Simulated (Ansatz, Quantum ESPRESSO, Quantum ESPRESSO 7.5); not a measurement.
## Band edges of honeycomb PbTe, 1 layer under strain

How do the band edges of honeycomb PbTe, 1 layer move against the vacuum when the sheet is stretched?

Method: plane-wave DFT, PBE, GBRV ultrasoft pseudopotentials (geometry by Ansatz 0.2.0 with PAW datasets; geometry under PBE), in Quantum ESPRESSO 7.5.

## 1. The structure

The cell holds 2 atoms: 1 Te and 1 Pb. Cell: a = 4.290 Å, b = 4.290 Å, c = 16.700 Å, α = 90.0°, β = 90.0°, γ = 120.0°. It derives from PbTe. Vacuum lies along c.

This sheet is a model structure: its symmetry is held, and its stability is not tested here.

## 2. Relaxation with Ansatz

A relaxation in Ansatz fixes the structure of this slab for the runs on it.

The input, input.yaml:

```yaml
crystal:
  lattice:
    - [4.29, 0.0, 0.0]
    - [-2.145, 3.7152489822, 0.0]
    - [0.0, 0.0, 16.7]
  atoms:
    - { symbol: Te, position: [0.6666666667, 0.3333333333, 0.4491017964] }
    - { symbol: Pb, position: [0.3333333333, 0.6666666667, 0.5508982036] }
kpoints:
  mp_grid: { grid: [6, 6, 1] }
hamiltonian:
  xc: pbe
scf:
  occupations: { method: fermi_dirac, width: 0.05 }
  convergence: { dr2_threshold: 1.0e-08 }
efield:
  axis: 3
  dipole_correction: true
  ramp_position: 0.97
  ramp_width: 0.04
relax:
  f_tol: 0.01
  cell: { fix: [c, alpha, beta] }
output:
  write_potential: true
  write_density: true
  volumetric_format: npy
```

Run with:

```sh
$ ansatz run input.yaml --threads 2 --pin off --max-ram 4096MiB --backend cpu --events-out ev --progress --plain --runs-dir out
```

Numbers of over 12 decimals in the logs are rounded to 6 here.

What it wrote:

```text
Warning: relax.cell: scf.convergence.dr2_threshold = 1e-8 eV is looser than the 2e-10 eV advised for a relaxation that steers and ends on the stress (1e-10 eV for each atom of the cell: 2). What an SCF threshold leaves in a stress goes as its square root, and in the free energy as the threshold itself, and one threshold admits the most on a small cell: [figures from the program's tests cut] Set scf.convergence.dr2_threshold to 2e-10 eV or tighter. The threshold is an SCF's pass mark: one that does not reach it within its budget of iterations ends unconverged, or closes short of it on a stop that the run arms, and scf.convergence.dr2_threshold's page says what that costs each kind of run
Engine: ansatz 0.2.0, aarch64-unknown-linux-gnu
Pseudopotentials: kind: paw
Pseudopotential: Te, paw, valence charge 16, recommended cutoff 420 eV (normal), Te.paw.azcp
Pseudopotential: Pb, paw, valence charge 14, recommended cutoff 420 eV (normal), Pb.paw.azcp
Functional definition: PBE
  parameter kappa = 0.804
  parameter beta = 0.066725
  exchange = pbe_x(kappa = kappa, mu = beta*pi^2/3)
  correlation = pbe_c(beta = beta)
Crystal: 2 atoms, lattice volume = 266.172 Å³
Basis set: ecut = 420 eV, 5173 PW (Γ), exchange–correlation on 60×60×240 points (8 copies of the dense FFT grid, shifted against one another)
Bands: 19, of which v1, the nominal top of the filled ones, is band 15 counted from 1 (14 counted from 0)
Symmetry: 6 space group operations
Space group: P3m1 (ITA 156), of the structure as read, at distance tolerance 6.4e-5 Å
k-points: 7 of 36 (time reversal used)
Non-local potential: Te, projectors of the file, l = 0: 2, l = 1: 2, l = 2: 2, l = 3: 2
Non-local potential: Pb, projectors of the file, l = 0: 2, l = 1: 2, l = 2: 2, l = 3: 2
PAW form: soft (Blöchl's): semilocal exchange-correlation on the pseudo side does not see the compensation charge
PAW one-centre angular grid: Te, 590 points (default); XC on 64 Gauss nodes
PAW one-centre angular grid: Pb, 590 points (default); XC on 64 Gauss nodes
Initial density: superposition of atomic densities (neutral atoms: chi_scale 0, normalization atom), corrected by the library's trained network
Initial wavefunctions: pseudopotential atomic-orbital guess
Functional: x = pbe(κ = 0.804, μ = 0.219515), c = pbe(β = 0.066725)
SCF iter   1: F=—  HF=-18886.764280 eV  |F-HF|=—  |Δ(HF+E_count)|=         —  Δρ=9.58e-4  dr2=6.65e-3  ethr=1.77e-3  p=0.113 e·Å  D=7.66e-2 V/Å  ΔV_dip=-1.28 eV  dr2_dipole=3.19e-4  V_vac-E_F(+/−)=3.45/4.73 eV  ⟨swp⟩=8.3  Hψ=812  notcnv=0
efield: sawtooth ramp at fractional position 0.9700 (set: `efield.ramp_position`, or a place that a band, a saddle search or an elastic batch's reference lends), width 0.0400; the density the first Hamiltonian is built on has a dipole p = 0.113 e·Å; the dipole correction subtracts the counter field D = 7.66e-2 V/Å, which shifts the + side's vacuum level by -1.28 eV against the − side's; the planar-averaged density in the ramp window peaks in size at 1.0e-5 e/Å³
preconditioner: auto → Resta (q_TF=auto, 1.896 Å⁻¹)  ε∞=1.5  [insulator: Δε(μ)=1.633 eV  Ē_g=13.980 eV  σ=0.050 eV  W_gap=1.00  n_scr=40 (ndim 8)  ℏωp=10.2 eV  f_vac=0.665  D(μ)=0.00/eV (n_scr^D=0)  ε∞_Penn≈1.5  vacuum switching on, ρ_ref=1.4e-2 e/Å³]
SCF iter   2: F=—  HF=-18886.765997 eV  |F-HF|=—  |Δ(HF+E_count)|=   1.72e-3  Δρ=6.63e-4  dr2=9.36e-3  ethr=2.22e-5  p=0.103 e·Å  D=6.99e-2 V/Å  ΔV_dip=-1.17 eV  dr2_dipole=3.02e-3  V_vac-E_F(+/−)=3.50/4.67 eV  ⟨swp⟩=2.7  Hψ=308  notcnv=0
SCF iter   3: F=—  HF=-18886.765442 eV  |F-HF|=—  |Δ(HF+E_count)|=   5.54e-4  Δρ=4.43e-4  dr2=3.10e-3  ethr=2.22e-5  p=0.120 e·Å  D=8.16e-2 V/Å  ΔV_dip=-1.36 eV  dr2_dipole=6.33e-4  V_vac-E_F(+/−)=3.40/4.76 eV  ⟨swp⟩=2.4  Hψ=180  notcnv=0
SCF iter   4: F=—  HF=-18886.765638 eV  |F-HF|=—  |Δ(HF+E_count)|=   1.96e-4  Δρ=1.87e-4  dr2=3.65e-4  ethr=1.03e-5  p=0.118 e·Å  D=8.02e-2 V/Å  ΔV_dip=-1.34 eV  dr2_dipole=5.50e-5  V_vac-E_F(+/−)=3.42/4.76 eV  ⟨swp⟩=2.0  Hψ=169  notcnv=0
SCF iter   5: F=—  HF=-18886.765793 eV  |F-HF|=—  |Δ(HF+E_count)|=   1.55e-4  Δρ=5.43e-5  dr2=2.73e-5  ethr=1.22e-6  p=0.118 e·Å  D=8.02e-2 V/Å  ΔV_dip=-1.34 eV  dr2_dipole=4.55e-6  V_vac-E_F(+/−)=3.43/4.76 eV  ⟨swp⟩=2.0  Hψ=172  notcnv=0
SCF iter   6: F=—  HF=-18886.765794 eV  |F-HF|=—  |Δ(HF+E_count)|=   4.65e-7  Δρ=8.84e-6  dr2=3.24e-7  ethr=9.09e-8  p=0.118 e·Å  D=8.00e-2 V/Å  ΔV_dip=-1.34 eV  dr2_dipole=4.53e-9  V_vac-E_F(+/−)=3.43/4.77 eV  ⟨swp⟩=2.0  Hψ=155  notcnv=0
SCF iter   7: F=—  HF=-18886.765718 eV  |F-HF|=—  |Δ(HF+E_count)|=   7.55e-5  Δρ=2.17e-6  dr2=1.51e-8  ethr=1.08e-9  p=0.118 e·Å  D=8.01e-2 V/Å  ΔV_dip=-1.34 eV  dr2_dipole=6.40e-10  V_vac-E_F(+/−)=3.43/4.77 eV  ⟨swp⟩=3.0  Hψ=290  notcnv=0
SCF iter   8: F=-18886.765718 eV  HF=-18886.765718 eV  |F-HF|=3.24e-10  |Δ(HF+E_count)|=   1.47e-8  Δρ=5.46e-7  dr2=8.67e-10  ethr=3.33e-11  p=0.118 e·Å  D=8.00e-2 V/Å  ΔV_dip=-1.34 eV  dr2_dipole=1.99e-14  V_vac-E_F(+/−)=3.43/4.77 eV  ⟨swp⟩=8.9  Hψ=807  notcnv=0
SCF 1 converged in 8 iterations: F = -18886.765718 eV  dr2 = 8.67e-10
  greatest PAW one-centre occupation: 0.998 electrons in one spin orbital (limit 2), on the Te atom at site 0 (counted from 0), in its partial waves of l = 2
relax step   1: F+E_penalty+E_count = -18886.76571827 eV  Δ(F+E_penalty+E_count) = +0.000e0 eV  max|allowed force component| = 2.840e-2 eV/Å  Δτ_max = 0.0000 Å  P = +0.120 GPa  Ω = 266.172 Å³  fix = [c, alpha, beta]  reactions: c +0.029 GPa  (8 SCF iters, accepted)
Crystal: 2 atoms, lattice volume = 268.859 Å³
Basis set: ecut = 420 eV, 5197 PW (Γ), exchange–correlation on 60×60×240 points (8 copies of the dense FFT grid, shifted against one another)
Initial density: handed on by an earlier stage of this run
Initial wavefunctions: those handed on with the density
iter 1 solved again at ethr=9.21e-7 eV; its pass at ethr=3.10e-3 eV (dr2=2.76e-4 eV) is discarded
SCF iter   1: F=—  HF=-18886.767692 eV  |F-HF|=—  |Δ(HF+E_count)|=         —  Δρ=1.42e-4  dr2=2.52e-4  ethr=9.21e-7  p=0.119 e·Å  D=8.00e-2 V/Å  ΔV_dip=-1.34 eV  dr2_dipole=7.41e-5  V_vac-E_F(+/−)=3.45/4.79 eV  ⟨swp⟩=2.9  Hψ=915  notcnv=0
[...]
SCF iter   4: F=—  HF=-18886.767939 eV  |F-HF|=—  |Δ(HF+E_count)|=   1.11e-6  Δρ=4.72e-5  dr2=5.42e-5  ethr=1.82e-7  p=0.126 e·Å  D=8.32e-2 V/Å  ΔV_dip=-1.39 eV  dr2_dipole=1.52e-5  V_vac-E_F(+/−)=3.51/4.90 eV  ⟨swp⟩=2.0  Hψ=152  notcnv=0
SCF iter   5: F=—  HF=-18886.767935 eV  |F-HF|=—  |Δ(HF+E_count)|=   3.85e-6  Δρ=2.03e-5  dr2=8.56e-6  ethr=1.81e-7  p=0.125 e·Å  D=8.29e-2 V/Å  ΔV_dip=-1.38 eV  dr2_dipole=2.37e-6  V_vac-E_F(+/−)=3.52/4.90 eV  ⟨swp⟩=1.0  Hψ=133  notcnv=0
SCF iter   6: F=—  HF=-18886.767856 eV  |F-HF|=—  |Δ(HF+E_count)|=   7.89e-5  Δρ=5.28e-6  dr2=4.91e-7  ethr=2.85e-8  p=0.125 e·Å  D=8.27e-2 V/Å  ΔV_dip=-1.38 eV  dr2_dipole=1.30e-7  V_vac-E_F(+/−)=3.52/4.90 eV  ⟨swp⟩=1.6  Hψ=139  notcnv=0
SCF iter   7: F=-18886.767856 eV  HF=-18886.767856 eV  |F-HF|=3.06e-9  |Δ(HF+E_count)|=   2.73e-8  Δρ=8.11e-7  dr2=4.60e-9  ethr=3.33e-11  p=0.125 e·Å  D=8.27e-2 V/Å  ΔV_dip=-1.38 eV  dr2_dipole=1.00e-9  V_vac-E_F(+/−)=3.52/4.90 eV  ⟨swp⟩=8.1  Hψ=889  notcnv=0
SCF 3 converged in 7 iterations: F = -18886.767856 eV  dr2 = 4.60e-9
relax step   3: F+E_penalty+E_count = -18886.76785603 eV  Δ(F+E_penalty+E_count) = -2.770e-4 eV  max|allowed force component| = 6.647e-2 eV/Å  Δτ_max = 0.0144 Å  P = +0.034 GPa  Ω = 273.130 Å³  energy of the carried Pulay correction = -2.389e-4 eV  fix = [c, alpha, beta]  reactions: c +0.065 GPa  (7 SCF iters, accepted)
[...]
relax step   4: F+E_penalty+E_count = -18886.76828339 eV  Δ(F+E_penalty+E_count) = -4.274e-4 eV  max|allowed force component| = 8.583e-3 eV/Å  Δτ_max = 0.0073 Å  P = -0.010 GPa  Ω = 272.416 Å³  energy of the carried Pulay correction = -2.148e-4 eV  fix = [c, alpha, beta]  reactions: c -0.008 GPa  (6 SCF iters, accepted)
Initial wavefunctions: pseudopotential atomic-orbital guess (no wavefunctions were taken with the density)
iter 1 solved again at ethr=5.42e-7 eV; its pass at ethr=3.10e-3 eV (dr2=1.62e-4 eV) is discarded
SCF iter   1: F=—  HF=-18886.766451 eV  |F-HF|=—  |Δ(HF+E_count)|=         —  Δρ=8.26e-5  dr2=6.60e-7  ethr=5.42e-7  p=0.125 e·Å  D=8.30e-2 V/Å  ΔV_dip=-1.39 eV  dr2_dipole=5.18e-8  V_vac-E_F(+/−)=3.49/4.88 eV  ⟨swp⟩=3.7  Hψ=1156  notcnv=0
efield: sawtooth ramp at fractional position 0.9700 (set: `efield.ramp_position`, or a place that a band, a saddle search or an elastic batch's reference lends), width 0.0400; the density the first Hamiltonian is built on has a dipole p = 0.125 e·Å; the dipole correction subtracts the counter field D = 8.30e-2 V/Å, which shifts the + side's vacuum level by -1.39 eV against the − side's; the planar-averaged density in the ramp window peaks in size at 3.0e-6 e/Å³
preconditioner: auto → Resta (q_TF=auto, 1.889 Å⁻¹)  ε∞=1.5  [insulator: Δε(μ)=1.605 eV  Ē_g=13.883 eV  σ=0.050 eV  W_gap=1.00  n_scr=40 (ndim 8)  ℏωp=10.1 eV  f_vac=0.666  D(μ)=0.00/eV (n_scr^D=0)  ε∞_Penn≈1.5  vacuum switching on, ρ_ref=1.4e-2 e/Å³]
SCF iter   2: F=—  HF=-18886.767807 eV  |F-HF|=—  |Δ(HF+E_count)|=   1.36e-3  Δρ=4.15e-5  dr2=6.24e-7  ethr=2.20e-9  p=0.125 e·Å  D=8.29e-2 V/Å  ΔV_dip=-1.38 eV  dr2_dipole=1.62e-7  V_vac-E_F(+/−)=3.49/4.88 eV  ⟨swp⟩=3.0  Hψ=278  notcnv=0
SCF iter   3: F=—  HF=-18886.768220 eV  |F-HF|=—  |Δ(HF+E_count)|=   4.13e-4  Δρ=2.42e-5  dr2=1.07e-6  ethr=2.08e-9  p=0.125 e·Å  D=8.30e-2 V/Å  ΔV_dip=-1.39 eV  dr2_dipole=2.49e-7  V_vac-E_F(+/−)=3.49/4.88 eV  ⟨swp⟩=3.6  Hψ=221  notcnv=0
SCF iter   4: F=—  HF=-18886.768404 eV  |F-HF|=—  |Δ(HF+E_count)|=   1.83e-4  Δρ=1.21e-5  dr2=2.60e-8  ethr=2.08e-9  p=0.125 e·Å  D=8.30e-2 V/Å  ΔV_dip=-1.39 eV  dr2_dipole=3.54e-9  V_vac-E_F(+/−)=3.49/4.88 eV  ⟨swp⟩=2.1  Hψ=157  notcnv=0
SCF iter   5: F=-18886.768500 eV  HF=-18886.768499 eV  |F-HF|=1.82e-6  |Δ(HF+E_count)|=   9.50e-5  Δρ=1.10e-6  dr2=8.35e-10  ethr=3.33e-11  p=0.125 e·Å  D=8.30e-2 V/Å  ΔV_dip=-1.39 eV  dr2_dipole=3.56e-13  V_vac-E_F(+/−)=3.49/4.88 eV  ⟨swp⟩=15.3  Hψ=1015  notcnv=0
SCF 5 converged in 5 iterations: F = -18886.768500 eV  dr2 = 8.35e-10
relax step   5: F+E_penalty+E_count = -18886.76850044 eV  Δ(F+E_penalty+E_count) = -2.170e-4 eV  max|allowed force component| = 8.650e-3 eV/Å  Δτ_max = 0.0000 Å  P = -0.010 GPa  Ω = 272.416 Å³  fix = [c, alpha, beta]  reactions: c -0.009 GPa  stress off target by 1.07e-2 GPa on what of the cell is left free  SCF on the basis re-selected at this cell (its energy is not comparable with the rows above)  (5 SCF iters)
basis re-selected at this cell: Δ(F+E_penalty+E_count) = -2.170e-4 eV, ΔP = -0.000 GPa vs the last step (what re-selecting the basis moved, of the pressure what is left beyond the Pulay correction that the steps carried, after the strain that the cell walked since its last selection, with what the two solves' SCF thresholds leave and, on support functions, any second-order correction that the steps lacked; it is no m [...]
WARN: The output density's exchange-correlation potential varies sharply where the density is thin. Do not read a vacuum level from v_tot or v_xc, or from such a field of the output density. On a cell that repeats whose density bears no net charge and no dipole along the vacuum's axis use v_es (v_loc + v_h of the components); under efield.dipole_correction with no amplitude use v_es + v_field, which holds any externa [...]
SCF converged after 5 iterations
Free energy (F): -18886.768500 eV
Harris-Foulkes:  -18886.768499 eV  (|F-HF|=1.82e-6)
Internal energy: -18886.768500 eV  (E = F + TS)
E sigma→0 (E₀):  -18886.768500 eV
Entropy (-TS):   -0.000000 eV (-0.000 meV/atom)
Fermi energy:    -0.921998 eV
Dipole field:    D = 0.083003 V/Å  (p = 0.124958 e·Å, saw-weighted, corrected)
Work function:   Φ+ = 3.4889 eV   Φ− = 4.8751 eV
Levels:          The Fermi level and band energies are counted from a zero that moves with the ramp; work functions are not
--- Per-component energies (eV) ---
  E_band       = -611.763070
  E_kinetic    = 468.003638
  E_local      = -11373.940590  (includes V_loc(G=0)·N_el)
  E_nonlocal   = 39.595646
  E_hartree    = 5602.380642
  E_xc         = -343.889610
  E_vxc        = -234.883852  (∫ρ·V_xc dr)
  E_paw        = -15068.088274  (= ΣΔE_a)
  E_vpaw       = -715.033285  (= ΣTr[D̂ρ^β])
  E_aug_tail   = -0.000145  (compensation charges beyond the density's cutoff)
  E_efield     = 0.005186  (sawtooth field / dipole correction)
  E_vefield    = -0.265840  (∫n·V_field dr)
  E_ewald      = 1789.165006
  E_smearing   = -0.000000  (= −TS)
  E_closure    = -0.000000  (closes the sum)
  Σ components = -18886.768500   (vs F -18886.768500, Δ=0.00e0)
--- Forces (eV/Å), atoms counted from 1 ---
  atom   1  Te     0.00000000     0.00000000     0.00865413
  atom   2  Pb     0.00000000    -0.00000000    -0.00864661
  max |Σ_I F_I| component: 7.52e-6 eV/Å
--- Stress (GPa, compression-positive) ---
       -0.010673      -0.000000       0.000000
       -0.000000      -0.010673       0.000000
        0.000000       0.000000      -0.008635
  P = ⅓ Tr σ = -0.0100 GPa (-0.100 kbar)
--- Band table (eV; the first three rows and the last of 7) ---
  k-point 0: bands = [... 11 lower, -8.2283, -1.9840, -1.7464, -1.7464, -0.1389, 1.9222, 1.9222, 2.4516]
  k-point 1: bands = [... 11 lower, -8.3036, -2.9801, -2.0769, -1.8998, 0.3439, 1.6737, 2.1715, 2.8067]
  k-point 2: bands = [... 11 lower, -8.6904, -3.9179, -2.5923, -2.2804, 0.1385, 1.7730, 2.3361, 3.4843]
  k-point 6: bands = [... 11 lower, -9.2197, -4.2680, -3.2321, -2.8428, 0.4985, 1.9080, 2.2745, 5.0415]
--- Relaxed structure (4 steps of the walk, 4 accepted, 1 SCFs on fresh bases) ---
  F+E_penalty+E_count = -18886.76850044 eV   max|allowed force component| = 8.650e-3 eV/Å   (the final SCF, on the basis selected at the relaxed cell)
  cell:  # Å, volume = 272.4156 Å³
    - [4.340027, 0.0, 0]
    - [-2.170013, 3.758574, 0]
    - [0, 0, 16.7]
  atoms:
    - { symbol: Te, position: [0.666667, 0.333333, 0.449632] }
    - { symbol: Pb, position: [0.333333, 0.666667, 0.550368] }
```

The job ended after 6.9 s (2 threads of Arm Neoverse V2, shared host; peak memory 0.44 GiB).

The steps of the relaxation:

```tsv
step	energy less that of the first step (eV)	largest force component (eV/Å)	pressure (GPa)	volume (Å³)
1	0.0000	0.0284	0.12	266.17
2	-0.0019	0.0152	0.04	268.86
3	-0.0021	0.0665	0.03	273.13
4	-0.0026	0.0086	-0.01	272.42
5*	-0.0028	0.0086	-0.01	272.42
```

Relaxation steps marked * repeat the geometry before them on a plane-wave basis chosen anew for their cell, so energy and pressure can jump there.

Forces are held to the 6 operations that the run works with; a distortion that breaks them can't arise in this run.

```tsv
cell as run	before	after	change
a (Å)	4.290	4.340	+1.2 %
b (Å)	4.290	4.340	+1.2 %
```

Final coordinates:

```
Te Pb
1.0
     4.34003    0.00000    0.00000
    -2.17001    3.75857    0.00000
     0.00000    0.00000   16.70000
Te Pb
1 1
Direct
  0.66667 0.33333 0.44963
  0.33333 0.66667 0.55037
```

This step gave:

```
free energy                                                      : -18886.7685 eV
Fermi energy                                                     : -0.9220 eV
gap by band count                                                : 1.608 eV
symmetry operations                                              : 6
dipole along the normal                                          : 0.1250 e·Å
vacuum level at the upper face over a Fermi level inside the gap : 3.489 eV
vacuum level at the lower face over a Fermi level inside the gap : 4.875 eV
```

[end of part 1 of 2]

[Logs are printed without paths, hosts, clocks, repeated set-up lines and the standing remarks that a program may print on its own settings, such as how far it seeks lower states.]

[Hosts, paths, dates, database ids (printed as entryN), source tags and the programs' standing remarks are cut or masked in the printed files.]

[Maps of the electrostatic potential energy from Ansatz leave out the sawtooth potential of an applied field or a dipole correction, so their vacuum need not be flat; planar profiles and work functions include it.]
